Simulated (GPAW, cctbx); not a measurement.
# Ba2SrTeS6: deformation density and structure factors from DFT

Question: by how much does bonding change the X-ray structure factors of Ba2SrTeS6, how firmly does DFT give the change, and what does a routine refinement make of it?

The start was made by putting kin elements into a known structure type; the compound need not exist, or be stable, in this form. All numbers below are calculated.

## 1. Relax the structure

The density hangs on the geometry, so cell and atoms are relaxed first, with the symmetry held. The cutoff is set higher than for the density because stress converges slowly with plane waves.

Settings: GPAW 26.7.0, PBE, 570 eV, 3×3×3 k-points, Fermi–Dirac width 0.05 eV, BFGS to 0.03 eV/Å.

```text
cell
1.0
     3.582500000    2.068357339    5.685333333
    -3.582500000    2.068357339    5.685333333
     0.000000000   -4.136714679    5.685333333
Ba Te Sr S
2 1 1 6
Direct
0.748633334 0.748633334 0.748633334
0.251366666 0.251366666 0.251366666
0.500000000 0.500000000 0.500000000
0.000000000 0.000000000 0.000000000
0.277500003 0.781400000 0.671600000
0.781400000 0.671600000 0.277500003
0.671600000 0.277500003 0.781400000
0.218600000 0.328400000 0.722499997
0.722499997 0.218600000 0.328400000
0.328400000 0.722499997 0.218600000
```

```console
$ OMP_NUM_THREADS=1 mpirun -n 4 gpaw python run.py > gpaw.log
```

```text
BFGS:    0      -42.817412        2.188503
BFGS:    1      -43.235570        1.371981
BFGS:    2      -43.652984        0.893069
BFGS:    3      -43.719572        0.777292
...
BFGS:   24      -44.308223        0.035851
BFGS:   25      -44.309217        0.031059
BFGS:   26      -44.309743        0.025651
cell  7.1843 7.1843 7.1843  64.04 64.04 64.04
volume 285.530 A^3, largest force 0.024 eV/A, largest stress 0.05 GPa
```

The cell moved far, while the k-mesh and basis were chosen for the start, so the final shape may be somewhat biased.

After 26 steps the volume has changed by +13.0 % and the energy by -1.492 eV; the largest stress left is 0.05 GPa. It took 4.8 min on 4 cores of Intel(R) Xeon(R) Platinum 8488C (Sapphire Rapids) (shared host), peak memory 1.6 GiB.

Relaxed structure: R-3 (no. 148), a = 7.6186 Å, b = 7.6186 Å, c = 17.0410 Å, α = 90.00°, β = 90.00°, γ = 120.00°.

```
atom  mult.       x       y       z
 Ba1      6     1/3     2/3  0.4069
 Te1      3     1/3     2/3     1/6
 Sr1      3       0       0       0
  S1     18  0.0397  0.6049  0.2514
```

## 2. Density and charge transfer

X-rays see the whole electron density, so the PAW density is rebuilt with its core regions. Subtracting spherical free atoms from the same code cancels the cores and leaves the deformation density Δρ, the part due to bonding.

Settings: PBE, 450 eV, 3×3×3 k-points, Fermi–Dirac width 0.05 eV; primitive cell of 10 atoms.

```console
$ OMP_NUM_THREADS=1 mpirun -n 4 gpaw python run.py > gpaw.log
```

```text
|iter:   1|       0s |  -47.045661 | -0.19 |       |
|iter:   2|       0s |  -46.370978 | -1.84 | -1.01 |
|iter:   3|       1s |  -44.229977 | -1.41 | -1.06 |
...
|iter:   8|       5s |  -44.259378c| -6.34 | -3.53 |
|iter:   9|       6s |  -44.259380c| -7.37 | -4.05c|
|iter:  10|       7s |  -44.259380c| -8.13c| -4.51c|
```

```text
grid (72, 72, 72)  electrons 298.000  moved by bonding 2.558 e
deformation density beyond 0.5 A of the nuclei: max 0.106, min -0.112 e/A^3
atom        x       y       z   Voronoi charge  moment
Ba1    0.7402  0.7402  0.7402      0.209       0.00
Ba2    0.2598  0.2598  0.2598      0.209       0.00
Te3    0.5000  0.5000  0.5000      0.592       0.00
Sr4    0.0000  0.0000  0.0000      0.224       0.00
S 5    0.2911  0.8166  0.6465     -0.206       0.00
S 6    0.8166  0.6465  0.2911     -0.206       0.00
S 7    0.6465  0.2911  0.8166     -0.206       0.00
S 8    0.1834  0.3535  0.7089     -0.206       0.00
S 9    0.7089  0.1834  0.3535     -0.206       0.00
S 10   0.3535  0.7089  0.1834     -0.206       0.00
mean inner potential of superposed free atoms 14.844 V
total magnetic moment 0.000 muB
```

Deformation density in a plane through the shortest contact of the Te atom at the origin, in 0.01 e/Å³ (clipped at ±99); x from -1.6 to 4.1 Å, y from 2.4 down to -2.4 Å:

```text
  1   4   6   1   .   .   4   4   1  -1  -1  -1   0   0   0  -1
  0   1   2  -2  -6  -6   0   1   0  -1  -1  -1  -1  -1  -1  -1
  0   0   1   5   8   6   2   0  -1  -1   0   0   0  -1  -1  -1
  0  -1  -1   3   8   5   0  -2  -1   1   2   3   2   0  -1  -1
  2  -1  -6  -7  -4  -5  -7  -3   1   2   4   7   4   1  -1  -1
  6   5  -5  -5   .  -1  -8   0   6   0  -3   .  -3  -3  -2  -1
  8   8  -3   4   .   .  -4   4  10  -1   .   . -10  -5  -1  -2
  5   4  -6  -5   .  -1  -8   1   7   0  -4   .   1   1   0  -1
  1  -1  -6  -7  -4  -6  -7  -3   1   1   3   7   7   4   1  -1
  0  -2  -1   3   8   5   0  -2  -1   1   2   4   4   2   0  -1
 -1   0   1   5   8   6   2   0   0   0   0   1   0  -1  -2  -2
  0   1   1  -3  -7  -5   1   2   0  -1  -1  -1  -1  -2  -2  -3
  0   3   5  -1   .   .   6   5   2   0  -1  -2  -2  -2  -2  -2
```

Atoms in or within 0.15 Å of the plane: Te (0.0, 0.0), S (2.5, 0.0) Å. Dots mark points within about 0.45 Å of a nucleus; large values next to them are atomic features.

S gains most (-0.21 e) and Te loses most (+0.59 e); S is the most electronegative element, but the order of the others doesn't follow electronegativity. Such charges fall far short of formal ones, since overlapping free atoms already put density on their neighbours. Along the shortest contact from the Te atom at the map's origin, Te–S at 2.50 Å, Δρ is +0.09 e/Å³ at the midpoint and highest, +0.10, 1.44 Å from Te (points within 0.5 Å of a nucleus left out): a bond charge, the mark of covalency, pulled towards S. At the midpoints of other shortest contacts it is +0.02 (Sr–S, 2.90 Å) and +0.03 (Ba–S, 3.17 Å) e/Å³. Point values carry grid noise of about 0.01 e/Å³. The run needed 10 iterations, 16 s.

## 3. Structure factors

The Fourier components of Δρ, added to those of the free atoms, give the static X-ray structure factors; the Mott–Bethe relation turns them into the Fourier components V of the potential that fast electrons feel.

```text
static structure factors of the conventional cell: F in electrons, V (Mott-Bethe) in volts
   h  k  l      d  |F| table  |F| free   |F| DFT   change   |V| free  |V| DFT  change %
   0  1 -1  6.1528   101.383   101.240   101.024   -0.215     1.029    1.073      4.2
   0  0  3  5.6803    22.389    22.661    24.353    1.691     0.790    0.498    -36.9
   0  1  2  5.2167     5.946     5.708     5.270   -0.438     0.140    0.204     45.6
   1  1  0  3.8093   443.029   443.407   441.586   -1.822     4.270    4.411      3.3
   0  1 -4  3.5790   458.342   458.628   457.386   -1.243     4.443    4.528      1.9
   0  2  1  3.2388    38.495    38.512    37.122   -1.390     0.142    0.220     54.9
   1  1  3  3.1638   122.513   122.706   124.047    1.341     1.905    1.833     -3.8
   1  1 -3  3.1638   147.418   147.531   150.558    3.026     2.383    2.220     -6.8
   0  2 -2  3.0764   185.210   185.284   187.622    2.338     2.609    2.491     -4.5
   0  1  5  3.0281    86.374    86.405    85.289   -1.116     0.493    0.548     11.1
   0  0  6  2.8402   247.516   247.771   250.612    2.842     3.590    3.468     -3.4
   0  2  4  2.6084   603.700   604.009   605.567    1.558     6.055    5.999     -0.9
   1  2 -1  2.4675    87.610    87.726    88.182    0.456     1.651    1.636     -0.9
   2  1  1  2.4675    91.926    92.140    91.941   -0.199     0.967    0.973      0.7
```

The largest X-ray change is +3.03 e on 1 1 -3, 2.1 % of |F|. For electrons V goes as (Z − F)/g², so a change of F counts against Z − F, which is small at low angle and wherever the atoms' terms cancel: |V| of 021 moves by +54.9 % (0.14 to 0.22 V) against -3.6 % in |F|. The last three rows still change by up to 1.56 e; the table stops while the angles are still low. The tabulated Hartree–Fock atoms differ from the free DFT atoms by up to 0.38 e, so the choice of reference atom matters too.

## 4. How cheap can the run be?

Cutoff and k-mesh: one is changed at a time, to find what the result needs.

```csv
run,ΔF 1 1 -3 (e),ΔF 006 (e),ΔF 0 2 -2 (e),q(S) (e),moved (e),time
450 eV 3×3×3,+3.026,+2.842,+2.338,-0.206,2.558,16 s
250 eV 3×3×3,+3.016,+2.831,+2.336,-0.206,2.548,9.1 s
350 eV 3×3×3,+3.023,+2.835,+2.337,-0.206,2.553,12 s
750 eV 3×3×3,+3.026,+2.843,+2.339,-0.205,2.566,32 s
450 eV 1×1×1,+3.843,+3.122,+2.267,-0.226,2.931,8.8 s
450 eV 2×2×2,+3.044,+2.836,+2.326,-0.206,2.543,18 s
```

Within 0.06 e of the base on all three: 250 eV 3×3×3, 350 eV 3×3×3, 450 eV 2×2×2 and 750 eV 3×3×3. The largest error, 0.817 e, comes with 450 eV 1×1×1. The moved charge is off by up to 15 % among these runs. Times are from shared hosts.

## 5. Refining ordinary atoms against data with bonding

Routine crystallography fits spherical atoms. To see the bias, intensities are simulated from tabulated atoms plus the DFT change ΔF, so that bonding alone can misfit (13080 reflections of the full sphere, merged to the counts below, to 0.45 Å, 1.5 % proportional noise plus counting noise, assumed isotropic U as listed, Δρ smeared by the mean U) and refined with cctbx over different ranges.

| range | data | R1 | GooF | U Ba1 (true 0.0061) | U Te1 (true 0.0062) | U Sr1 (true 0.007) | U S1 (true 0.0094) | largest shift (Å) | Δρ max, min (e/Å³) |
| --- | --- | --- | --- | --- | --- | --- | --- | --- | --- |
| all data | 2188 | 0.0064 | 0.95 | 0.0061 | 0.0062 | 0.0070 | 0.0094 | 0.0003 | 0.35, -0.30 |
| low resolution, d > 0.84 | 345 | 0.0051 | 1.09 | 0.0061 | 0.0062 | 0.0071 | 0.0095 | 0.0006 | 0.16, -0.15 |
| high order, d < 0.75 | 1709 | 0.0070 | 0.92 | 0.0061 | 0.0062 | 0.0070 | 0.0094 | 0.0002 | 0.35, -0.29 |
| occupancies free, d > 0.7 | 586 | 0.0051 | 1.03 | 0.0061 | 0.0063 | 0.0070 | 0.0093 | 0.0005 | 0.19, -0.17 |

With all data GooF is 0.95, so at this noise the bonding hardly shows; the top residual peak, near noise level, lies 0.70 Å from Ba and 3.22 Å from S. No U is off by more than 3 s.u. at low resolution. With Ba1 held at 1 and the scale free, the other occupancies refine to Te1 1.002(0.001), Sr1 1.000(0.001) and S1 0.998(0.001), within three s.u. of full.

## 6. Answer

Bonding moves 2.56 e in the primitive cell of Ba2SrTeS6 and changes the structure factors of the conventional cell in the table above by at most 3.03 e (1 1 -3, 2.1 %), and among reflections above 2 % of the strongest by up to 7.5 % (003). The shortest bond, Te–S, has Δρ = +0.09 e/Å³ at its midpoint, a covalent bond charge. Within 0.06 e of the base on all three: 250 eV 3×3×3, 350 eV 3×3×3, 450 eV 2×2×2 and 750 eV 3×3×3. The largest error, 0.817 e, comes with 450 eV 1×1×1. The moved charge is off by up to 15 % among these runs. With all data GooF is 0.95, so at this noise the bonding hardly shows. Limits: static density, frozen cores, no spin–orbit coupling.

[Outputs are excerpts: Python notices, other lines and further rows are left out; steps that failed or that the build refused (PBEsol, TPSS) are not shown.]

[Logs are printed without paths, hosts, clocks, repeated set-up lines and the standing remarks that a program may print on its own settings, such as how far it seeks lower states.]
